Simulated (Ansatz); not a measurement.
# Optical response of Mo

Aim: the dielectric function of Mo, and the optical constants that follow from it.

Main program and level: Ansatz 0.2.0; DFT, PBE, plane-wave PAW, default files, scalar-relativistic, independent-particle optical response without local fields.

## 1. Set-up

Symmetry: Im-3m, No. 229, cubic system. Conventional cell: a = 3.147 Å, b = 3.147 Å, c = 3.147 Å, α = 90.00°, β = 90.00°, γ = 90.00°. Mo has 8 Mo at 2.73 Å nearest.

## 2. Ground state and bands

First the ground state: is it a metal or has it a gap?

This step: DFT, PBE, plane-wave PAW, default files, scalar-relativistic, ground state (Ansatz 0.2.0).

File input.yaml:

```yaml
crystal:
  lattice:
    - [-1.573415, 1.573415, 1.573415]
    - [1.573415, -1.573415, 1.573415]
    - [1.573415, 1.573415, -1.573415]
  atoms:
    - { symbol: Mo, position: [0.0, 0.0, 0.0] }
kpoints:
  mp_grid: { grid: [11, 11, 11] }
  band_path:
    path:
      - [[0.0, 0.0, 0.0], [0.5, -0.5, 0.5], [0.0, 0.0, 0.5], [0.0, 0.0, 0.0], [0.25, 0.25, 0.25], [0.5, -0.5, 0.5]]
      - [[0.25, 0.25, 0.25], [0.0, 0.0, 0.5]]
    npoints: 8
scf:
  occupations: { method: fermi_dirac, width: 0.05 }
  n_extra_bands: 6
hamiltonian:
  xc: pbe
  pseudopotentials: { kind: paw }
output:
  forces: true
  stress: true
  populations: true
  write_bands: true
```

Command:

```console
> ansatz run input.yaml --threads 4 --pin off --max-ram 8192MiB --backend cpu --events-out ev --progress --plain --runs-dir out
```

Numbers of over 12 decimals in the logs are rounded to 6 here.

The log of the run:

```text
scf.n_extra_bands = 6 over 7 filled bands (N_el = 14.0): the run solves 13 bands
Engine: ansatz 0.2.0, x86_64-unknown-linux-gnu
Pseudopotentials: kind: paw
Pseudopotential: Mo, paw, valence charge 14, recommended cutoff 420 eV (normal), Mo.paw.azcp
Functional definition: PBE
  parameter kappa = 0.804
  parameter beta = 0.066725
  exchange = pbe_x(kappa = kappa, mu = beta*pi^2/3)
  correlation = pbe_c(beta = beta)
Crystal: 1 atoms, lattice volume = 15.581 Å³
Basis set: ecut = 420 eV, 321 PW (Γ), exchange–correlation on 40×40×40 points (8 copies of the dense FFT grid, shifted against one another)
Bands: 13, of which v1, the nominal top of the filled ones, is band 7 counted from 1 (6 counted from 0)
Symmetry: 48 space group operations
Space group: Im-3m (ITA 229), of the structure as read, at distance tolerance 2.5e-5 Å
k-points: 56 of 1331
Non-local potential: Mo, projectors of the file, l = 0: 3, l = 1: 2, l = 2: 2, l = 3: 1
PAW form: soft (Blöchl's): semilocal exchange-correlation on the pseudo side does not see the compensation charge
PAW one-centre angular grid: Mo, 590 points (default); XC on 64 Gauss nodes
Initial density: superposition of atomic densities (neutral atoms: chi_scale 0, normalization atom), corrected by the library's trained network
Initial wavefunctions: pseudopotential atomic-orbital guess
Functional: x = pbe(κ = 0.804, μ = 0.219515), c = pbe(β = 0.066725)
SCF iter   1: F=—  HF=-4955.999808 eV  |F-HF|=—  |Δ(HF+E_count)|=         —  Δρ=2.02e-3  dr2=2.83e-4  ethr=1.77e-3  ⟨swp⟩=5.4  Hψ=4139  notcnv=0
preconditioner: auto → none  [metal: Δε(μ)=0.024 eV  Ē_g=11.810 eV  σ=0.050 eV  W_gap=0.12  n_scr=0 (ndim 8)  ℏωp=23.0 eV  f_vac=0.000  D(μ)=1.36/eV (n_scr^D=12)]
SCF iter   2: F=—  HF=-4955.999768 eV  |F-HF|=—  |Δ(HF+E_count)|=   3.91e-5  Δρ=1.06e-3  dr2=6.64e-5  ethr=2.02e-6  ⟨swp⟩=2.6  Hψ=1543  notcnv=0  defer=8
SCF iter   3: F=—  HF=-4955.999789 eV  |F-HF|=—  |Δ(HF+E_count)|=   2.01e-5  Δρ=1.86e-4  dr2=2.66e-6  ethr=4.74e-7  ⟨swp⟩=2.0  Hψ=1067  notcnv=0  defer=8
SCF iter   4: F=—  HF=-4955.999788 eV  |F-HF|=—  |Δ(HF+E_count)|=   8.92e-7  Δρ=6.81e-5  dr2=2.80e-7  ethr=1.90e-8  ⟨swp⟩=2.2  Hψ=991  notcnv=0  defer=8
iter 5 did not close the SCF: its close was put off for the readings that it lacked (scf_convergence_deferred on its scf_iter line)
SCF iter   5: F=-4955.999788 eV  HF=-4955.999788 eV  |F-HF|=3.53e-9  |Δ(HF+E_count)|=   3.57e-8  Δρ=1.30e-5  dr2=1.63e-8  ethr=2.00e-9  ⟨swp⟩=1.9  Hψ=961  notcnv=0  defer=8
SCF iter   6: F=-4955.999788 eV  HF=-4955.999788 eV  |F-HF|=7.64e-11  |Δ(HF+E_count)|=   2.22e-9  Δρ=2.14e-6  dr2=3.30e-10  ethr=1.17e-10  ⟨swp⟩=4.1  Hψ=2734  notcnv=0
SCF 1 converged in 6 iterations: F = -4955.999788 eV  dr2 = 3.30e-10
  greatest PAW one-centre occupation: 0.998 electrons in one spin orbital (limit 2), on the Mo atom at site 0 (counted from 0), in its partial waves of l = 0
NSCF: frozen V_eff on 50 k-points
SCF converged after 6 iterations
Free energy (F): -4955.999788 eV
Harris-Foulkes:  -4955.999788 eV  (|F-HF|=7.64e-11)
Internal energy: -4955.989323 eV  (E = F + TS)
E sigma→0 (E₀):  -4955.994555 eV
Entropy (-TS):   -0.010465 eV (-10.465 meV/atom)
Fermi energy:    21.101944 eV
--- Per-component energies (eV) ---
  E_band       = -53.676764
  E_kinetic    = 441.270904
  E_local      = -781.602777  (includes V_loc(G=0)·N_el)
  E_nonlocal   = 142.659528
  E_hartree    = 258.606973
  E_xc         = -183.694126
  E_vxc        = -229.286975  (∫ρ·V_xc dr)
  E_paw        = -3201.251078  (= ΣΔE_a)
  E_vpaw       = -143.931847  (= ΣTr[D̂ρ^β])
  E_aug_tail   = 0.000041  (compensation charges beyond the density's cutoff)
  E_ewald      = -1631.978787
  E_smearing   = -0.010465  (= −TS)
  E_closure    = 0.000000  (closes the sum)
  Σ components = -4955.999788   (vs F -4955.999788, Δ=0.00e0)
--- Forces (eV/Å), atoms counted from 1 ---
  atom   1  Mo    -0.00000000     0.00000000     0.00000000
  max |Σ_I F_I| component: 2.05e-32 eV/Å
--- Stress (GPa, compression-positive) ---
        3.835608       0.000000      -0.000000
        0.000000       3.835608      -0.000000
        0.000000       0.000000       3.835608
  P = ⅓ Tr σ = 3.8356 GPa (38.356 kbar)
--- Band table (eV; the first three rows and the last of 56) ---
  k-point 0: bands = [... 3 lower, -13.3419, 13.9474, 19.8200, 19.8200, 19.8200, 22.8546, 22.8546, 35.8830, ... 2 higher]
  k-point 1: bands = [... 3 lower, -13.3427, 14.3083, 19.6182, 19.7802, 20.1634, 22.5790, 22.8619, 36.1368, ... 2 higher]
  k-point 2: bands = [... 3 lower, -13.3452, 15.2289, 19.1202, 19.6057, 21.1543, 22.2568, 22.9153, 36.4087, ... 2 higher]
  k-point 55: bands = [... 3 lower, -14.2958, 15.8248, 15.8877, 24.6735, 24.6735, 25.0291, 29.7619, 30.9750, ... 2 higher]
--- Löwdin populations: 1 site ---
  site symbol       q [e]
     0     Mo     13.9232
  spilling = 0.005489 (of n_electrons = 14.000000)
```

It took 1.5 s on 4 threads of Intel Xeon Platinum 8488C (Sapphire Rapids), shared host; peak memory 0.33 GiB; 2.1 s of CPU time.

Reading the cycles: dr2 is the Hartree energy of the density residual (eV), the measure of convergence; HF is the Harris–Foulkes estimate of the energy, which meets the free energy F at convergence.

Numbers from this step:

| Quantity | Value |
| --- | --- |
| free energy | -4955.9998 eV |
| Fermi energy | 21.10 eV |
| electrons | 14 |
| symmetry operations | 48 |
| pressure | 3.836 GPa |
| volume | 15.58 Å³ |
| gap on the path | 0 eV |

There are states at the Fermi level within the smearing, so the occupations stay smeared and the carriers get a Drude term. The cell is left with a pressure of 3.8 GPa, as it stands unrelaxed at this level.

The electronic bands at the labelled points (eV, zero at the Fermi level; # counts the bands kept):

```
    point     #1     #2     #3     #4    #5     #6     #7
        Γ  -7.16  -1.28  -1.28  -1.28  1.75   1.75  14.78
  halfway  -3.67  -2.60  -0.54  -0.54  0.96   3.54  15.23
        H  -5.37  -5.37   4.08   4.08  4.08   9.16   9.16
  halfway  -4.30  -3.26  -0.69   0.40  4.45   7.65  10.84
        N  -5.25  -3.33   1.72   1.78  2.42   4.85  11.76
  halfway  -5.18  -2.42  -1.48   1.15  1.22   1.92  14.80
        Γ  -7.16  -1.28  -1.28  -1.28  1.75   1.75  14.78
  halfway  -4.08  -2.71  -2.71   1.78  1.78   3.31  15.55
        P  -2.54  -2.54  -2.54   2.54  2.54   9.71  11.65
  halfway  -3.06  -3.06  -2.79   2.38  2.38  10.46  10.79
        H  -5.37  -5.37   4.08   4.08  4.08   9.16   9.16
jump to P  -2.54  -2.54  -2.54   2.54  2.54   9.71  11.65
  halfway  -4.04  -3.29  -0.50   2.13  2.48   7.78  10.63
        N  -5.25  -3.33   1.72   1.78  2.42   4.85  11.76
```

The electronic bands as a text plot (rows in eV, shown from -7.2 to 8.0 only):

```
    7.7 |                *                   **
    7.1 |                                                     *
    6.4 |        **       *
    5.8 |                                   *                  *
    5.2 |                  * *                                  *
    4.5 |       *       ***** *
    3.9 |          *****    *                            **
    3.3 |     ** ***  *        *           *            *
    2.6 |  ***         *     ** *              ***** *** * ******
    2.0 |**     ***    *     **********    ****     *        ****
    1.4 | *             *   * * ****** ****                     *
    0.7 |     **        *  **                           *      *
    0.1 |  ***  *        **    *  *     *                     *
   -0.5 |  ** **         *         *
   -1.2 |*****             *    *  *****              **     *
   -1.8 |                 *      ***    *      *            *
   -2.4 |     **          **     *       *** ** *****      *
   -3.1 |                *  *****           **** *   *     ******
   -3.7 |     ***                                 *** **     *
   -4.3 |        **     ***                *                  *
   -4.9 |    *   ***  **   *******       **             **     **
   -5.6 |  **       ***           *                       *
   -6.2 |                          *    *
   -6.8 |**                         ****
         Γ           H       N        Γ         P        H|P    N
```

(Continued in part 2 of 2.)

[Logs are printed without paths, hosts, clocks, repeated set-up lines and the standing remarks that a program may print on its own settings, such as how far it seeks lower states.]

[Hosts, paths, dates, database ids (printed as entryN), source tags and the programs' standing remarks are cut or masked in the printed files.]
